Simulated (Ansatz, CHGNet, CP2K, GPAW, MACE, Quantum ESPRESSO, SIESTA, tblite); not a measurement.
# GPAW on random packing of Si31O39C14H16 (at. %) (83 atoms): settings against a plane-wave reference, part 2 of 2

Aim: run random packing of Si31O39C14H16 (at. %) (83 atoms) in GPAW and see how near its forces come to a plane-wave reference, and at what cost.

Program: GPAW 26.7.0; the method stands at each step. Banners, paths, timers and routine set-up lines are dropped from the logs unmarked, and long logs keep their key lines alone; longer cuts are marked.

So far. Step 2 (PBE, LCAO dzp, h 0.18 Å): Forces lie 8.5 % from the reference's, at 0.25 times its CPU time (on 1 against 4 cores). Step 3 (PBE, grid h 0.2 Å): Against the first run (8.5 %), the force difference from the reference is 1.5 %, at 1.8 times the CPU time (on 2 against 1 cores).

## (4) RPBE, LCAO dzp, h 0.18 Å

Method: Kohn-Sham DFT, RPBE, PAW, atomic orbitals (dzp).

File run.py:

```python
import numpy as np
from ase.io import read
from gpaw import GPAW, FermiDirac

atoms = read("structure.xyz")
atoms.calc = GPAW(
    mode="lcao",
    basis="dzp",
    h=0.18,
    xc="RPBE",
    kpts={"size": (1, 1, 1), "gamma": True},
    occupations=FermiDirac(0.05),
    maxiter=200,
    symmetry={"point_group": False},
    txt="gpaw.txt",
)
energy = atoms.get_potential_energy(force_consistent=True)
forces = atoms.get_forces()
print(f"energy {energy:.6f} eV")
print("forces (eV/A)")
for i, (a, f) in enumerate(zip(atoms, forces)):
    print(f"{i:4d} {a.symbol:2s} {f[0]:10.5f} {f[1]:10.5f} {f[2]:10.5f}")
print(f"Fermi level {atoms.calc.get_fermi_level():.4f} eV")
for k in range(len(atoms.calc.get_ibz_k_points())):
    for s in range(atoms.calc.get_number_of_spins()):
        e = atoms.calc.get_eigenvalues(kpt=k, spin=s)
        n = np.searchsorted(e, atoms.calc.get_fermi_level())
        print(f"k {k} spin {s} levels about the Fermi level:", np.round(e[max(n - 6, 0):n], 4).tolist(), "|", np.round(e[n:n + 6], 4).tolist())
```

File structure.xyz:

```xyz
83
Lattice="10.05190 0.00000 0.00000 0.00000 10.05190 0.00000 0.00000 0.00000 10.05190" Properties=species:S:1:pos:R:3 pbc="T T T"
[... 83 atom lines left out: the same atoms as in the first run ...]
```

Started as:

```
$ OMP_NUM_THREADS=1 python run.py > output.txt
```

The log of the run:

```text
energy -322.737295 eV
forces (eV/A)
   0 Si   -1.51742   -0.56665   -2.10338
   1 Si    3.01427    0.81134    0.24410
   2 Si   -3.82646    1.09184    2.10004
   3 Si   -8.48954   -1.88208    1.43329
   4 Si   -0.28973    2.95102   -0.35628
   5 Si   -0.52490    0.39960   -2.82138
[...]
80 H     1.01190    0.60086   -0.53320
  81 H    -0.60373   -0.47535   -0.04650
  82 H     0.25684    0.53364    0.28434
Fermi level 3.7578 eV
k 0 spin 0 levels about the Fermi level: [3.5116, 3.5415, 3.609, 3.6201, 3.6847, 3.7195] | [3.7688, 3.7979, 3.817, 3.8766, 3.9076, 3.9874]
```

gpaw.txt:

```text
Input parameters:
  mode=LCAO(),
  basis={'default': 'dzp'},
  h=0.18,
  kpts=MonkhorstPack(size=(1, 1, 1), gamma=True),
  maxiter=200,
  occupations=Occupations(name='fermi-dirac', width=0.05, fixmagmom=False),
[... lines left out ...]
  Fermi-Dirac:
[... lines left out ...]
convergence criteria:
- Maximum [total energy] change in last 3 cyles: 0.0005 eV / valence electron
[... lines left out ...]
Converged in 30 steps
[... lines left out ...]
  Free energy:    -322.737295
[... lines left out ...]
Fermi level: 3.758
[... lines left out ...]
|        ... |               |           |
|        218 |         6.228 |     0.000 |
Gap: 0.049 eV
Transition (v -> c):
  (s=0, k=0, n=177, [0.00, 0.00, 0.00]) -> (s=0, k=0, n=178, [0.00, 0.00, 0.00])
No difference between direct/indirect transitions
Force computation time: 17.688  # s
timing:  # [seconds]
  Total:  268.230  # ━━━━━━━━━━━━━━━━━━━━━━━━━━━━━━━━━━━━━━━━━━━━━━━━━━━━━━━━
  Init:     7.028  # ━╸
  SCF:    243.488  # ━━━━━━━━━━━━━━━━━━━━━━━━━━━━━━━━━━━━━━━━━━━━━━━━━━━
  Forces:  17.688  # ━━━╸
```

The job ended after 4.5 min (1 thread of Arm Neoverse V2, shared host; peak memory 1.3 GiB).

Compared with the plane-wave run:

```
r.m.s. force component                  : 1.805 eV/Å
r.m.s. difference of force components   : 172.1 meV/Å
longest difference of force vectors     : 727.4 meV/Å
force difference over r.m.s. force      : 9.308 %
slope of forces against the reference's : 0.9723
correlation of force components         : 0.9959
```

Against the first run (8.5 %), the force difference from the reference is 9.3 %, at 1.0 times the CPU time; the model has changed, so this is no error of the program alone.

## (5) PBE, LCAO sz(dzp), h 0.18 Å

Method: Kohn-Sham DFT, PBE, PAW, atomic orbitals (sz(dzp)).

run.py, as its differences from that of step 4:

```diff
@@ -7,5 +7,5 @@
     mode="lcao",
-    basis="dzp",
+    basis="sz(dzp)",
     h=0.18,
-    xc="RPBE",
+    xc="PBE",
     kpts={"size": (1, 1, 1), "gamma": True},
```

structure.xyz is that of step 4.

The log of the run:

```text
energy -277.050162 eV
forces (eV/A)
   0 Si   -0.10121   -0.63409   -0.93006
   1 Si    2.41521    0.28882   -0.08526
   2 Si   -6.46733    1.42507    3.79069
   3 Si  -12.45067   -1.76490    1.66938
   4 Si   -0.79198    3.27936   -1.16111
   5 Si    0.55718   -0.44523   -5.82167
[...]
80 H     0.87060   -0.06230   -0.73689
  81 H    -0.50266   -0.65490    0.29873
  82 H    -0.24434    0.45524    0.29824
Fermi level 4.2742 eV
k 0 spin 0 levels about the Fermi level: [4.03, 4.0727, 4.108, 4.1613, 4.1969, 4.2479] | [4.2856, 4.3102, 4.3436, 4.3682, 4.4115, 4.4537]
```

gpaw.txt:

```text
Input parameters:
  mode=LCAO(),
  basis={'default': 'sz(dzp)'},
  h=0.18,
  kpts=MonkhorstPack(size=(1, 1, 1), gamma=True),
  maxiter=200,
  occupations=Occupations(name='fermi-dirac', width=0.05, fixmagmom=False),
[... lines left out ...]
  Fermi-Dirac:
[... lines left out ...]
convergence criteria:
- Maximum [total energy] change in last 3 cyles: 0.0005 eV / valence electron
[... lines left out ...]
Converged in 29 steps
[... lines left out ...]
  Free energy:    -277.050162
[... lines left out ...]
Fermi level: 4.274
[... lines left out ...]
|        ... |               |           |
|        218 |         6.623 |     0.000 |
Gap: 0.038 eV
Transition (v -> c):
  (s=0, k=0, n=177, [0.00, 0.00, 0.00]) -> (s=0, k=0, n=178, [0.00, 0.00, 0.00])
No difference between direct/indirect transitions
Force computation time: 3.911  # s
timing:  # [seconds]
  Total:  80.319  # ━━━━━━━━━━━━━━━━━━━━━━━━━━━━━━━━━━━━━━━━━━━━━━━━━━━━━━━━━
  Init:    5.411  # ━━━━
  SCF:    70.972  # ━━━━━━━━━━━━━━━━━━━━━━━━━━━━━━━━━━━━━━━━━━━━━━━━━━╸
  Forces:  3.911  # ━━━
```

Wall time 81 s (1 thread); peak memory 1 GiB.

Numbers from this run, and their distance from the reference:

```yaml
r_m_s_force_component: 2.046 eV/Å
r_m_s_difference_of_force_components: 1128 meV/Å
longest_difference_of_force_vectors: 4990 meV/Å
force_difference_over_r_m_s_force: 60.99 %
slope_of_forces_against_the_reference_s: 0.9262
correlation_of_force_components: 0.837
```

This is a coarse setting, run to see what it loses.

Against the first run (8.5 %), the force difference from the reference is 61 %, at 0.31 times the CPU time, with 293 basis functions against 975: the smaller basis costs accuracy.

## (6) All runs compared

Differences are against the plane-wave reference, forces as r.m.s. over components; share is that over the reference's r.m.s. force, slope the least-squares factor from reference forces to these. Total energies of different programs have different zeros and aren't compared.

```
                                      run  Δ force, r.m.s. (meV/Å)  share (%)  slope  cores  CPU time  memory (GiB)
                                reference                        -          -      -      4    18 min           3.3
             GPAW PBE, LCAO dzp, h 0.18 Å                      157       8.50  0.970      1   4.4 min           1.3
                   GPAW PBE, grid h 0.2 Å                     28.1       1.52  0.999      2   8.1 min           1.8
            GPAW RPBE, LCAO dzp, h 0.18 Å                      172       9.31  0.972      1   4.5 min           1.3
GPAW PBE, LCAO sz(dzp), h 0.18 Å (coarse)                     1128       61.0  0.926      1      81 s           1.0
```

Rows marked coarse were listed beforehand as settings not expected to be converged; some can still land near the reference.

CPU time is summed over cores on a shared host, where runs went side by side, so it is rough. Symmetry, cutoffs, thresholds, outputs and thread counts weren't matched or tuned between programs; memory under MPI is the largest rank's times the ranks.

## (7) Summary of results

```yaml
nearest_in_forces: GPAW PBE, grid h 0.2 Å, 1.5 %
its_cpu_time: 8.1 min
```

**Reading.** PBE on plane waves or a grid with other potentials, cutoffs or grids, coarse settings apart, differs from the reference by 1.5 % (GPAW PBE, grid h 0.2 Å) of the r.m.s. force; this holds the reference's own error, so differences of a few per cent don't tell which side is nearer the exact PBE result. The PBE run in local orbitals, coarse settings apart, differs by 8.5 % (GPAW PBE, LCAO dzp, h 0.18 Å); basis, grid and potentials can all enter. Rows with another functional or a dispersion term differ by 9.3 % (GPAW RPBE, LCAO dzp, h 0.18 Å), which mixes the change of model with differences of basis and potentials. Runs with settings chosen to be coarse differ by 61 % (GPAW PBE, LCAO sz(dzp), h 0.18 Å), their programs' other errors included. Of the electronic-structure runs that take under half the reference's CPU time, GPAW PBE, grid h 0.2 Å comes nearest, at 1.5 % in 8.1 min against 18 min. The electron count is odd in these runs, and they have no spin polarisation, so the unpaired electron is spread evenly over both spins. The reference's stress is far from hydrostatic: its diagonal is -15.2, -9.8, -12.3 GPa, compression counted positive. The reference's pressure of -12 GPa belongs to a cell and atoms that aren't relaxed at this level. The electronic-structure runs sample only Γ, in a cell whose shortest periodic width is 10 Å, which is coarse for a cell with partly filled levels.

[Also dropped from logs without a mark: logging warnings of Python, and SIESTA's first energy breakdown and zero terms.]

[Logs are printed without paths, hosts, clocks, repeated set-up lines and the standing remarks that a program may print on its own settings, such as how far it seeks lower states.]

[Hosts, paths, dates, database ids (printed as entryN), source tags and the programs' standing remarks are cut or masked in the printed files.]
